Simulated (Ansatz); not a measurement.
Planning a run of Ansatz 0.2.0 on Bi8Te3Se9 (quasi-random alloy, started on the Bi2Te3 lattice) (P1). The input:

```yaml
crystal:
  lattice:
    - [-0.0036348479, -2.3786533402, 9.4092999168]
    - [10.3516555345, 3.5851426014, 0.0003545273]
    - [-2.0716063357, 10.7591090729, 0.0145266897]
  atoms:
    - { symbol: Bi, position: [0.2050559718, 0.0524068261, 0.2431534468] }
    - { symbol: Bi, position: [0.2060459266, 0.9273775376, 0.6366512775] }
    - { symbol: Bi, position: [0.205013851, 0.8083125085, -0.0025394368] }
    - { symbol: Bi, position: [0.2119601088, 0.6706428055, 0.3747849621] }
    - { symbol: Bi, position: [0.2019627375, 0.5505611311, 0.745400328] }
    - { symbol: Bi, position: [0.2127683663, 0.4170495278, 0.1345441456] }
    - { symbol: Bi, position: [0.1964957559, 0.3029707472, 0.4997716471] }
    - { symbol: Bi, position: [0.2059323491, 0.1728648454, 0.8743466866] }
    - { symbol: Bi, position: [0.7931307408, 0.0797235397, 0.3738001241] }
    - { symbol: Bi, position: [0.8020853998, 0.9519748558, 0.7500423754] }
    - { symbol: Bi, position: [0.7862329228, 0.8290169941, 0.1223680567] }
    - { symbol: Bi, position: [0.7935885654, 0.6940354271, 0.5033365215] }
    - { symbol: Bi, position: [0.7815219063, 0.5776278759, 0.8665835297] }
    - { symbol: Bi, position: [0.791289611, 0.4469506286, 0.249886229] }
    - { symbol: Bi, position: [0.7912618106, 0.3219904554, 0.6187988847] }
    - { symbol: Bi, position: [0.7893876396, 0.194888318, 0.0035775687] }
    - { symbol: Se, position: [-0.0051082137, 0.0010685147, -0.0012213248] }
    - { symbol: Te, position: [0.0017411836, 0.8740168481, 0.3776187432] }
    - { symbol: Se, position: [-0.0044885696, 0.7470053149, 0.7520399179] }
    - { symbol: Te, position: [-0.0031311242, 0.6246118103, 0.1190224931] }
    - { symbol: Se, position: [-0.0060067344, 0.5015127863, 0.4953787129] }
    - { symbol: Te, position: [-0.0054113454, 0.3746723733, 0.8771237207] }
    - { symbol: Se, position: [-0.0031774513, 0.2483918406, 0.2505161898] }
    - { symbol: Se, position: [-0.0014202904, 0.1274889238, 0.6243937098] }
    - { symbol: Se, position: [0.6211844368, 0.0259230773, 0.1376884607] }
    - { symbol: Se, position: [0.6350003342, 0.9015900318, 0.5072336723] }
    - { symbol: Se, position: [0.6259819011, 0.7860715481, 0.877891082] }
    - { symbol: Se, position: [0.6292361436, 0.6507760923, 0.2592880843] }
    - { symbol: Se, position: [0.6215533841, 0.5180391482, 0.6264239185] }
    - { symbol: Se, position: [0.6271315471, 0.39851124, 0.0059156108] }
    - { symbol: Se, position: [0.6206243111, 0.2766475849, 0.3770846042] }
    - { symbol: Se, position: [0.6313081794, 0.1504556919, 0.7582702911] }
    - { symbol: Te, position: [0.3878897521, 0.1009026577, 0.4975943293] }
    - { symbol: Se, position: [0.3802336296, 0.9781329923, 0.8729525069] }
    - { symbol: Se, position: [0.3693789116, 0.8491766086, 0.2412849895] }
    - { symbol: Te, position: [0.3958941165, 0.7283451859, 0.6233638939] }
    - { symbol: Te, position: [0.3894433206, 0.6001349425, 0.9967967545] }
    - { symbol: Se, position: [0.3762401691, 0.4679795911, 0.3741809812] }
    - { symbol: Se, position: [0.3658346905, 0.3488156419, 0.7410045853] }
    - { symbol: Se, position: [0.3763340547, 0.2213355297, 0.1136477261] }
kpoints:
  mp_grid: { grid: [2, 2, 2] }
hamiltonian:
  xc: hse06
  pseudopotentials: { kind: paw, azcp: { folder: soft_1 } }
scf:
  occupations: { method: fermi_dirac, width: 0.03 }
  n_extra_bands: 17
output:
  eigenvalues: true
```

```sh
ansatz run input.yaml --threads 2 --pin off --max-ram 92160MiB --backend cuda --events-out ev --progress --plain --runs-dir out --devices 1 --max-vram 13GiB
```

Estimate wall time and host memory on 1 × NVIDIA H100 80GB HBM3 (shared by 6 runs) with 2 threads of AMD EPYC 7R13 (Zen 3), shared host.

It took 3 min; on shared hardware allow 90 s to 6 min. Peak host memory was 6.5 GiB. The sizes that set the cost: 21891 plane waves a state, 8 irreducible k points and 38 SCF cycles.

Exact exchange couples every pair of k points and filled bands, so it costs far more than a semilocal run.

[Paths, hosts, dates, memory and timing lines, banners, echoed tables and standing remarks are left out of the program output.]

[Logs are printed without paths, hosts, clocks, repeated set-up lines and the standing remarks that a program may print on its own settings, such as how far it seeks lower states.]

[Runs of the session that timed out or met a known fault of the program may be left out.]

[Cells called generated may have been cut or substituted from an entry of the Crystallography Open Database or the Materials Project.]

[Hosts, paths, dates, database ids (printed as entryN), source tags and the programs' standing remarks are cut or masked in the printed files.]
